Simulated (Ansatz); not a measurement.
## Photoemission of Si(111) with OH on 50 % of the top atoms and H on the rest

Aim: core-level components, unfolded bands and work function of Si(111) with OH on 50 % of the top atoms and H on the rest.

Calculated with Ansatz 0.2.0; DFT, PBE, plane-wave PAW, default files, scalar-relativistic.

Report form: the programs' logs are mostly left out.

## Step 1: The starting structure

The cell holds 34 atoms: 8 H, 2 O and 24 Si. Its edges and angles: a = 7.679 Å, b = 7.679 Å, c = 24.634 Å, α = 90.0°, β = 90.0°, γ = 60.0°. It derives from Si. How the cell was made: terminated face; group: OH; share of top atoms: 0.5; rest: H; oxygen in back bonds: 0; lower face: H. Regions: ad, 6 atoms (2 O and 4 H); L1, 4 atoms (4 Si); L2, 4 atoms (4 Si); L3, 4 atoms (4 Si); mid, 4 atoms (4 Si); rest, 12 atoms (8 Si and 4 H). Vacuum lies along c.

## Step 2: Relaxation

Levels and vacuum steps follow bond lengths, so the atoms are relaxed first. 12 atoms are held to stand for the bulk. A dipole correction cancels the field between unlike faces.

Contents of input.yaml:

```yaml
crystal:
  lattice:
    - [7.6791796437, 0.0, 0.0]
    - [3.8395898218, 6.6503646517, 0.0]
    - [0.0, 0.0, 24.6337769138]
  atoms:
    - { symbol: H, position: [0.114595574, 0.0, 0.715837323] }
    - { symbol: H, position: [0.614595574, 0.0, 0.715837323] }
    - { symbol: O, position: [0.0, 0.0, 0.699599455] }
    - { symbol: O, position: [0.5, 0.0, 0.699599455] }
    - { symbol: H, position: [0.0, 0.5, 0.685391322] }
    - { symbol: H, position: [0.5, 0.5, 0.685391322] }
    - { symbol: Si, position: [0.0, 0.0, 0.629776626] }
    - { symbol: Si, position: [0.5, 0.0, 0.629776626] }
[... 22 atom lines left out ...]
    - { symbol: H, position: [0.0, 0.0, 0.284162677] }
    - { symbol: H, position: [0.5, 0.0, 0.284162677] }
    - { symbol: H, position: [0.0, 0.5, 0.284162677] }
    - { symbol: H, position: [0.5, 0.5, 0.284162677] }
kpoints:
  mp_grid: { grid: [3, 3, 1] }
scf:
  occupations: { method: fermi_dirac, width: 0.02 }
  n_extra_bands: 24
hamiltonian:
  xc: pbe
  pseudopotentials: { kind: paw }
output:
  forces: true
  write_potential: true
  volumetric_format: []
efield:
  axis: 3
  dipole_correction: true
relax:
  f_tol: 0.03
  max_steps: 70
  constraints: [{ sites: [22, 23, 24, 25, 26, 27, 28, 29, 30, 31, 32, 33] }]
```

Run with:

```sh
$ ansatz run input.yaml --threads 4 --pin off --max-ram 11264MiB --backend cpu --events-out ev --progress --plain --runs-dir out
```

Run time: 2 min. Hardware: 4 threads of Arm Neoverse V2, shared host; peak memory 2.3 GiB; 7.8 min of CPU time.

Step by step:

```tsv
step	energy less that of the first step (eV)	largest force component (eV/Å)
1	0.0000	2.8733
2	-0.3082	1.1015
3	-0.3651	0.7542
4	-0.3829	0.6430
5	-0.3975	0.3592
6	-0.4011	0.2791
7	-0.4062	0.0293
8	-0.4062	0.0292
9	-0.4069	0.0595
10	-0.4074	0.0025
11	-0.4074	0.0025
```

Forces are held to the 2 operations that the run works with; a distortion that breaks them can't arise in this run.

The atoms that moved most (Å):

```tsv
atom	dx	dy	dz	length
H2	-0.173	0.092	0.080	0.212
H1	-0.173	0.092	0.080	0.212
H5	0.000	-0.015	0.157	0.158
H6	0.000	-0.015	0.157	0.158
O4	-0.126	-0.063	0.005	0.141
O3	-0.126	-0.063	0.005	0.141
Si8	-0.014	-0.017	0.043	0.048
Si7	-0.014	-0.017	0.043	0.048
```

This step gave:

```yaml
free_energy: -16521.3804 eV
fermi_energy: 0.2907 eV
symmetry_operations: 2
gap_on_the_k_mesh: 1.054 eV
ionisation_potential_upper_face: 4.527 eV
upper_vacuum_level_less_the_lowest_empty_level_kohn_sham_affinity: 3.473 eV
ionisation_potential_lower_face: 4.618 eV
```

The relaxation ends 12 meV an atom lower, with a largest force component of 0.0025 eV/Å on the free atoms.

## Step 3: Bands by layer

The main run: bands along the zone's path, each state's share in the top and middle regions, the DOS and the planar potential. The cell holds 4 small cells, so the bands are unfolded.

Contents of input.yaml:

```yaml
crystal:
  lattice:
    - [7.6791796437, 0.0, 0.0]
    - [3.8395898218, 6.6503646517, 0.0]
    - [0.0, 0.0, 24.6337769138]
  atoms:
    - { symbol: H, position: [0.0851488147, 0.0138316145, 0.7191007899] }
    - { symbol: H, position: [0.5851488147, 0.0138316145, 0.7191007899] }
    - { symbol: O, position: [-0.0116136615, -0.0094789493, 0.6997978632] }
    - { symbol: O, position: [0.4883863385, -0.0094789493, 0.6997978632] }
    - { symbol: H, position: [0.0011056138, 0.4978066855, 0.6917620396] }
    - { symbol: H, position: [0.5011056138, 0.4978066855, 0.6917620396] }
    - { symbol: Si, position: [-0.000562578, -0.0025607089, 0.6315037534] }
    - { symbol: Si, position: [0.499437422, -0.0025607089, 0.6315037534] }
[... 22 atom lines left out ...]
    - { symbol: H, position: [0.0, 0.0, 0.284162677] }
    - { symbol: H, position: [0.5, 0.0, 0.284162677] }
    - { symbol: H, position: [0.0, 0.5, 0.284162677] }
    - { symbol: H, position: [0.5, 0.5, 0.284162677] }
kpoints:
  mp_grid: { grid: [3, 3, 1] }
scf:
  occupations: { method: fermi_dirac, width: 0.02 }
  n_extra_bands: 36
hamiltonian:
  xc: pbe
  pseudopotentials: { kind: paw }
output:
  forces: true
  write_potential: true
  volumetric_format: []
  dos:
    projected:
      site_lists:
        adsorbate: [2, 0, 3, 1, 4, 5]
        layer_1: [6, 7, 8, 9]
        layer_2: [10, 11, 12, 13]
        layer_3: [14, 15, 16, 17]
        middle: [18, 19, 20, 21]
        other_layers: [22, 23, 24, 25, 26, 27, 28, 29, 30, 31, 32, 33]
    de: 0.05
    e_range: [-30, 12]
    method: { smearing: { sigma: 0.12, scheme: gaussian } }
  eigenstates:
    kpoints:
      - [0.33333333, -0.33333333, 0.0]
      - [0.25, -0.375, 0.0]
      - [0.16666667, -0.41666667, 0.0]
      - [0.08333333, -0.45833333, 0.0]
      - [0.0, 0.5, 0.0]
      - [-0.08333333, 0.45833333, 0.0]
      # [... 29 more points ...]
      - [0.25, 0.5, 0.0]
      - [0.29166667, -0.41666667, 0.0]
    e_range: [-8.0, 6.0]
    unfold:
      supercell_matrix: [[2, 0, 0], [0, 2, 0], [0, 0, 1]]
      layers:
        axis: 3
        edges: [0.121784, 0.386179, 0.397636, 0.605627, 0.615105, 0.881477]
efield:
  axis: 3
  dipole_correction: true
```

The job ended after 4.2 min (4 threads; peak memory 4.8 GiB; 17 min of CPU time).

Numbers from this step:

| Property | Result |
| --- | --- |
| Fermi energy | 0.2910 eV |
| zero of energy | valence-band maximum |
| share of occupied states in no projected shell | 0.0118 of the occupied states in the window |

A(k,E), total over k along the path and E. Zero: valence-band maximum.

Ten even steps from '0' (0.0 eV⁻¹) to '9' (8.0 eV⁻¹), each cell a mean:
```
322434444522112463332111001333
112356653364335754323332213321
000123455668997422211112232100
111101123444444332221111124221
333333222343234322223111221123
110000000002321122222444331111
000000000000000000111112200000
000000000000000000000011000000
000000000001210000000000000000
000000000134553210000000000000
000000012344444322211000000000
000111233443224543332222210000
211102322320001222222333332222
222344323200000122211222222222
223332232000000012211111223322
223322321111111111222112222322
443322111000000001222222223344
111001100000000000110000000011
000011111111111111111000000000
001111000000000000011110000000
222111111111111111111222222222
211110000000000000001111111122
```
Columns: k along the path (Å⁻¹) from 0 to 2.58; rows upwards: E (eV) from -7.18 to 4.87.

A(k,E), top over k along the path and E. Zero: valence-band maximum.

Ten even steps from '0' (0.01 eV⁻¹) to '9' (1.64 eV⁻¹), each cell a mean:
```
332335565421112355553211101443
222345666686557864323222223322
000112345568997422211122222100
011000122334443332221111123211
222222222332112222222110221122
000000001112322122222343321110
000000000000110000111111100000
000000000000000000000000000000
000000000001210000000000000000
000000000134553210000000000000
000000013233123322211100000000
000111232322112332322222211000
221112312210000121112233222222
223443222110000122221111122222
233233332111111112221111123332
322333433334444432233344433333
555544333333333334454444445665
222222211111111111121222221122
111111222222222222211000000111
011111000000000000122211111100
222111111111111111111222222222
321111111111111110011122222233
```
Columns: k along the path (Å⁻¹) from 0 to 2.58; rows upwards: E (eV) from -7.18 to 4.87.

A(k,E), middle over k along the path and E. Zero: valence-band maximum.

Values in eV⁻¹, 12 rows by 16 columns, each cell a mean:
```
0.79 1.13 1.89 1.93 1.23 1.18 0.48 0.73 1.78 1.10 1.07 0.99 0.82 0.48 1.11 0.91
0.27 0.64 0.83 1.34 1.81 2.05 2.76 2.54 1.49 0.97 0.68 0.67 0.78 1.18 1.07 0.25
1.44 1.17 1.09 1.06 1.14 1.41 1.19 1.33 1.19 0.86 1.02 0.90 0.65 1.04 1.08 1.44
0.08 0.07 0.06 0.05 0.07 0.12 0.46 0.26 0.20 0.60 0.79 1.05 1.28 0.81 0.21 0.09
0.02 0.02 0.02 0.03 0.05 0.17 0.69 0.46 0.12 0.06 0.07 0.10 0.10 0.04 0.03 0.02
0.03 0.03 0.06 0.19 0.65 1.38 1.90 1.75 0.92 0.57 0.43 0.25 0.16 0.06 0.03 0.03
0.43 0.54 0.60 1.14 1.41 1.57 0.78 1.14 1.69 1.38 1.19 1.08 1.11 0.95 0.56 0.43
1.01 1.16 1.46 1.14 1.05 0.28 0.06 0.08 0.64 0.79 0.87 1.13 1.22 1.30 1.18 1.00
0.89 0.92 0.82 0.75 0.52 0.33 0.31 0.32 0.38 0.71 0.50 0.41 0.45 0.64 0.93 0.90
0.70 0.44 0.46 0.52 0.21 0.18 0.17 0.17 0.18 0.37 0.57 0.24 0.15 0.16 0.39 0.70
0.15 0.52 0.54 0.31 0.27 0.19 0.15 0.17 0.20 0.29 0.45 0.52 0.17 0.13 0.13 0.12
1.05 0.59 0.43 0.38 0.29 0.32 0.36 0.35 0.32 0.32 0.45 0.63 0.91 0.97 1.00 1.11
```
Columns: k along the path (Å⁻¹) from 0 to 2.58; rows upwards: E (eV) from -7.18 to 4.87.

A(k,E), bottom over k along the path and E. Zero: valence-band maximum.

Ten even steps from '_' (0.01 eV⁻¹) to '@' (2.61 eV⁻¹), each cell a mean:
```
--::::----======++++::......::--**------::......____..------
....::::==++====::--##==::::**##++==::::::::::::::..----::..
______....::--==++++++%%@@@@**--................::--::..____
......______..::--==------------::......__________::--::....
::::::::::........::----::------::::....::..____..::__....::
______________________..::..____..::::::--====----::..______
____________________________________..............__________
____________________________________________________________
________________________....________________________________
____________________--==**++--....__________________________
______________..::--====----==--::::....____________________
________......----==--::....--==--------::........__________
__________..--::::::..________::........::--------::......__
........------..::..____________::....__........::::........
::::::----::..--..________________::..............::--::::::
--====--::----......................::--............::------
==--::--::..__________________________..::----------------==
____________________________________________________________
____________..........................______________________
______......__________________________....__________________
............::..........::........................::::::::..
______....______________________________................____
```
Columns: k along the path (Å⁻¹) from 0 to 2.58; rows upwards: E (eV) from -7.18 to 4.87.

Peaks of A(k,E) at the labelled points: for each region the eleven nearest the zero at most, each over 6 % of that point's highest, less those above the energy where the solved bands run out; weight and spread sum the levels within three half widths or 0.3 eV, so near peaks share levels. Peaks of the spectral function, the first 40 of 132 rows:

```tsv
point	weight on	E (eV)	A (1/eV)	weight near the peak	rms spread of levels (eV)
K	total	-3.96	5.536	1.656	0.044
K	total	-3.62	2.453	0.483	0.023
K	total	-3.28	3.977	1.514	0.125
K	total	-3.2	3.485	1.328	0.063
K	total	-2.78	0.956	0.134	0
K	total	-2.28	5.055	1.789	0.07
K	total	-1.78	0.986	0.205	0.061
K	total	2.12	3.378	0.786	0
K	total	2.6	5.858	2.155	0.079
K	total	3.44	0.567	0.108	0.053
K	total	4.04	1.515	0.523	0.105
K	top	-4	0.903	0.628	0.157
K	top	-3.62	0.801	0.18	0.022
K	top	-3.18	0.882	0.272	0.06
K	top	-2.78	0.378	0.073	-
K	top	-2.2	0.825	0.302	0.097
K	top	-1.78	0.398	0.098	0.063
K	top	-1.24	0.177	0.039	-
K	top	2.12	0.563	0.132	0
K	top	2.58	0.884	0.315	0.079
K	top	3.44	0.15	0.033	0.066
K	top	4.04	0.41	0.154	0.116
K	middle	-4	1.344	0.584	0.156
K	middle	-3.62	0.802	0.155	0.022
K	middle	-3.28	1.647	0.605	0.108
K	middle	-3.2	1.459	0.559	0.063
K	middle	-2.78	0.388	0.045	0
K	middle	-2.28	3.113	1.119	0.07
K	middle	-1.78	0.472	0.089	0.053
K	middle	2.12	2.332	0.552	0
K	middle	2.58	3.249	1.194	0.079
K	middle	3.44	0.258	0.046	0.04
K	middle	4.04	0.623	0.205	0.095
K	bottom	-4.42	0.57	0.182	0.111
K	bottom	-4.3	0.594	0.533	0.166
K	bottom	-3.94	2.986	0.925	0.043
K	bottom	-3.6	0.688	0.11	0.022
K	bottom	-3.3	1.448	0.506	0.126
K	bottom	-2.3	1.085	0.32	0.055
K	bottom	2.12	0.423	0.09	-
```

The DOS has structure finer than the step of the table below, so its rows give means over 1 eV, whole bins alone (the curve runs from -22.5 to 4.65 eV). Peaks (eV: height): total -2.9: 26.0, -2.3: 24.7, 3.4: 24.0, 4.2: 40.1; Si 3p -2.9: 21.4, -2.3: 21.8, -1.7: 20.7, 4.2: 21.2; Si 3s -10.7: 8.54, -9.6: 8.23, -9.2: 7.87, -6.7: 8.29; O 2p -8.0: 2.56, -5.2: 2.42, -4.4: 5.45, -3.9: 4.46; H 1s -20.6: 2.34, -4.0: 2.88, -2.9: 1.60, 4.1: 1.82.

Table of DOS by E, zero at the valence-band maximum; means over each step; values in states/eV/cell:

```tsv
E (eV)	total	Si 3p	Si 3s	O 2p	H 1s	O 2s
-21	2.75	0.183	0.114	0.0663	0.367	2.00
-20	1.25	0.0833	0.0515	0.0300	0.166	0.910
-19	0	0	0	0	0	0
-18	0	0	0	0	0	0
-17	0	0	0	0	0	0
-16	0	0	0	0	0	0
-15	0	0	0	0	0	0
-14	0	0	0	0	0	0
-13	0	0	0	0	0	0
-12	0.211	0.0133	0.190	0.00147	0.00415	1.3e-4
-11	4.23	0.801	3.20	0.0805	0.113	0.00400
-10	7.83	1.88	5.15	0.458	0.287	0.00433
-9	10.1	2.49	5.88	1.07	0.606	0.00657
-8	5.79	1.63	2.73	0.823	0.507	0.0407
-7	8.21	3.58	3.57	0.314	0.610	0.0450
-6	8.80	4.14	3.16	0.512	0.786	0.0912
-5	5.71	2.42	1.11	1.45	0.540	0.115
-4	17.1	10.2	1.28	3.50	1.85	0.0435
-3	15.4	12.6	0.764	0.986	0.881	0.0170
-2	18.3	16.3	0.722	0.609	0.391	0.0173
-1	8.42	7.62	0.121	0.231	0.286	0.00698
0	1.82	1.74	0.00170	0.0259	0.00113	9.2e-4
1	2.15	1.21	0.581	0.0131	0.0383	0.00940
2	12.0	6.58	3.04	0.118	0.395	0.0956
3	19.4	11.2	3.27	0.117	0.935	0.103
4	25.8	13.7	2.92	0.110	1.19	0.0795
```

This run's widths, added to any smearing of the DOS itself: Gaussian 0.35 eV, Lorentzian 0.05 eV plus 0.08 an eV of depth. Table of intensity by binding energy, zero at the valence-band maximum; values in % of the maximum within 13 eV:

```tsv
binding energy (eV)	21.2 eV	100 eV	1486.7 eV	5414.7 eV	5950 eV
0	2.76	4.21	6.53	2.92	2.78
2	28.0	36.9	58.7	29.0	27.9
4	98.6	96.8	61.5	35.6	34.6
6	25.2	27.8	69.7	62.5	62.3
8	29.8	30.8	65.5	62.5	62.4
10	18.6	21.9	83.6	84.1	84.1
12	-	3.17	15.2	15.4	15.4
14	-	1.30	3.86	3.43	3.41
16	-	1.40	3.28	2.41	2.37
18	-	3.18	6.56	4.04	3.92
20	-	20.6	41.0	23.5	22.7
22	-	7.73	15.5	8.92	8.62
```

Maxima picked by a test of local sharpness, so broad peaks and shoulders can be missing; peaks within 0.45 eV of a curve's cut are left out. Valence peaks, by row:

```tsv
photon energy (eV)	binding energy (eV)	height (% of the maximum within 13 eV)	main shell	its share (%)
21.2	9.128	30.24	O 2p	70.28
21.2	7.978	30	O 2p	73.09
21.2	4.128	100	O 2p	83.27
21.2	2.928	48.38	O 2p	65.65
21.2	1.628	33.24	O 2p	56.6
100	20.58	28.07	O 2s	92.9
100	9.178	32.4	O 2p	66.05
100	7.978	30.97	O 2p	71.26
100	4.178	100	O 2p	84.31
100	2.928	51.47	O 2p	62.09
100	2.278	39.06	Si 3p	47.64
100	1.678	42.28	Si 3p	49.95
1487	20.58	55.92	O 2s	95.62
1487	9.378	100	Si 3s	90.43
1487	6.528	83.38	Si 3s	78.53
1487	3.828	62.99	Si 3p	43.91
1487	2.878	60.89	Si 3p	64.03
1487	2.228	60.55	Si 3p	70.14
1487	1.728	63.24	Si 3p	73.02
1487	0.4279	14.81	Si 3p	86.23
5415	20.58	31.9	O 2s	93.95
5415	9.378	100	Si 3s	97.16
5415	6.528	77.57	Si 3s	91.8
5415	3.728	37.68	Si 3s	69.59
5415	2.878	31.81	Si 3s	55.34
5415	2.278	30.54	Si 3s	51.71
5415	1.728	30.33	Si 3p	49.7
5950	20.58	30.81	O 2s	93.8
5950	9.378	100	Si 3s	97.39
5950	6.528	77.34	Si 3s	92.35
5950	3.728	36.79	Si 3s	71.42
5950	2.878	30.69	Si 3s	57.47
5950	2.278	29.37	Si 3s	53.86
5950	1.728	29.04	Si 3s	48.95
```

The planar mean, electrostatic potential oscillates, so the rows of the table below give means over windows of 1 Å about each position, cut where the curve ends. Its maxima inside the range that stand out by 2 % of the span (Å: eV): 10.4: 2.07, 13.5: 2.07, 16.7: 1.91. Its minima: 8.9: -11.4, 12.0: -11.3, 15.2: -11.4, 17.1: 0.724.

From the valence-band maximum. Planar mean, electrostatic potential against z; means over each step:

```tsv
z (Å)	planar mean, electrostatic potential (eV)
0	4.58
1	4.61
2	4.62
3	4.62
4	4.62
5	4.61
6	4.41
7	2.56
8	-3.99
9	-10.1
10	-1.02
11	-2.46
12	-10.3
13	-2.55
14	-0.892
15	-10.1
16	-4.17
17	1.28
18	3.32
19	4.49
20	4.53
21	4.53
22	4.53
23	4.53
24	4.55
```

The intensity has structure finer than the step of the table below, so its rows give means over 1 eV, whole bins alone (the curve runs from -22.5 to 1.45 eV). Peaks (eV: height): O K -4.3: 99.9; O K, E along x -4.5: 78.3; O K, E along y -4.0: 179; O K, E along z -9.3: 51.6, -4.5: 81.9; Si K-beta -1.8: 99.9.

Shapes are the site's partial DOS without matrix elements, which overweights lines from ligand s bands. Table of intensity by emission energy less the core level's binding energy, zero at the valence-band maximum; means over each step; 7 of 9 lines; values in % of the unpolarised maximum:

```tsv
emission energy less the core level's binding energy (eV)	O K	O K, E along x	O K, E along y	O K, E along z	Si K-beta	Si K-beta, E along x	Si K-beta, E along y
-21	1.03	2.55	0.193	0.356	0.730	0.290	0.285
-20	0.992	2.40	0.197	0.381	0.737	0.325	0.320
-19	0.510	1.04	0.151	0.340	0.523	0.349	0.346
-18	0.378	0.612	0.148	0.374	0.475	0.400	0.398
-17	0.374	0.508	0.162	0.453	0.514	0.479	0.476
-16	0.428	0.517	0.186	0.580	0.606	0.592	0.589
-15	0.535	0.600	0.220	0.783	0.760	0.762	0.758
-14	0.724	0.770	0.268	1.13	1.02	1.04	1.03
-13	1.09	1.10	0.335	1.84	1.54	1.58	1.57
-12	2.04	1.89	0.443	3.79	2.89	3.02	2.99
-11	5.39	4.49	0.658	11.0	6.63	7.06	6.98
-10	15.7	13.4	1.16	32.5	12.2	13.3	13.0
-9	25.3	25.2	1.89	48.9	15.4	16.9	16.5
-8	24.7	32.8	2.72	38.4	16.0	16.5	16.1
-7	16.6	29.1	4.71	16.0	23.7	23.0	23.2
-6	21.5	40.6	9.65	14.3	28.6	27.2	27.4
-5	51.3	67.2	39.3	47.4	31.3	28.8	29.8
-4	87.4	54.0	152	56.5	61.6	55.9	59.3
-3	39.2	20.9	79.6	17.1	84.8	84.5	82.9
-2	22.3	12.7	45.6	8.66	97.6	101	98.4
-1	10.6	5.80	22.1	3.96	60.4	67.0	67.1
0	2.48	1.85	4.45	1.15	19.0	24.1	24.5
```

Broadened DOS, unweighted empty DOS against E, zero at the valence-band maximum; read off at these points:

```tsv
E (eV)	broadened DOS, unweighted empty DOS (states/eV/cell)
-0.95	0
-0.75	0
-0.45	0
-0.25	0
0.05	8.0e-5
0.25	0.00270
0.45	0.0445
0.75	0.798
0.95	2.33
1.15	3.63
1.45	4.65
1.65	8.07
1.95	13.5
2.15	14.0
2.35	14.0
2.65	17.1
2.85	19.1
3.05	19.7
3.35	20.2
3.55	20.0
3.85	20.0
4.05	25.4
```

The spectra weight each projected shell by its atomic cross section (Dirac–Hartree–Slater) and angular factor, for linear light with the analyser at 54.7° from the polarisation. Broadening, on top of any smearing of the DOS itself: a Gaussian of 0.35 eV and a Lorentzian of 0.05 eV plus 0.08 times the binding energy (full widths), Fermi edge at 20 K. Each atom is damped by exp[−depth/(λ cos θ)], θ = 60° from the normal, λ from the universal curve. Curves are cut 10 eV under the photon energy, above any shell that the free atom's threshold puts out of reach, or at the lower edge of the window: 11.2 eV at 21.2 eV, 22.5 eV at 100 eV, 22.5 eV at 1486.7 eV, 22.5 eV at 5414.7 eV and 22.5 eV at 5950 eV. Dipole terms alone, which is rough above 3 keV; no background, satellites or final-state effects.

Share of each shell in the spectrum's area (%), by photon energy:

```tsv
shell	21.2 eV	100 eV	1486.7 eV	5414.7 eV	5950 eV
O 2s	0.0	16.3	18.5	13.3	13.0
O 2p	70.5	56.0	3.9	0.8	0.7
H 1s	16.5	1.3	0.1	0.0	0.0
Si 3s	3.5	8.4	55.9	76.8	77.9
Si 3p	9.6	18.1	21.6	9.0	8.4
```

Cross sections used, in Mb an electron:

```tsv
shell	21.2 eV	100 eV	1486.7 eV	5414.7 eV	5950 eV
O 2s	-	0.26	9.4e-4	2.4e-5	1.8e-5
O 2p	2.7	0.29	6.3e-5	4.6e-7	3.1e-7
H 1s	1.9	0.019	3.0e-6	3.7e-8	2.7e-8
Si 3s	0.13	0.076	5.3e-4	2.1e-5	1.6e-5
Si 3p	0.15	0.070	8.8e-5	1.1e-6	7.5e-7
```

(Continued in part 2 of 2.)

[Logs are printed without paths, hosts, clocks, repeated set-up lines and the standing remarks that a program may print on its own settings, such as how far it seeks lower states.]

[Hosts, paths, dates, database ids (printed as entryN), source tags and the programs' standing remarks are cut or masked in the printed files.]

[Maps of the electrostatic potential energy from Ansatz leave out the sawtooth potential of an applied field or a dipole correction, so their vacuum need not be flat; work functions include it.]
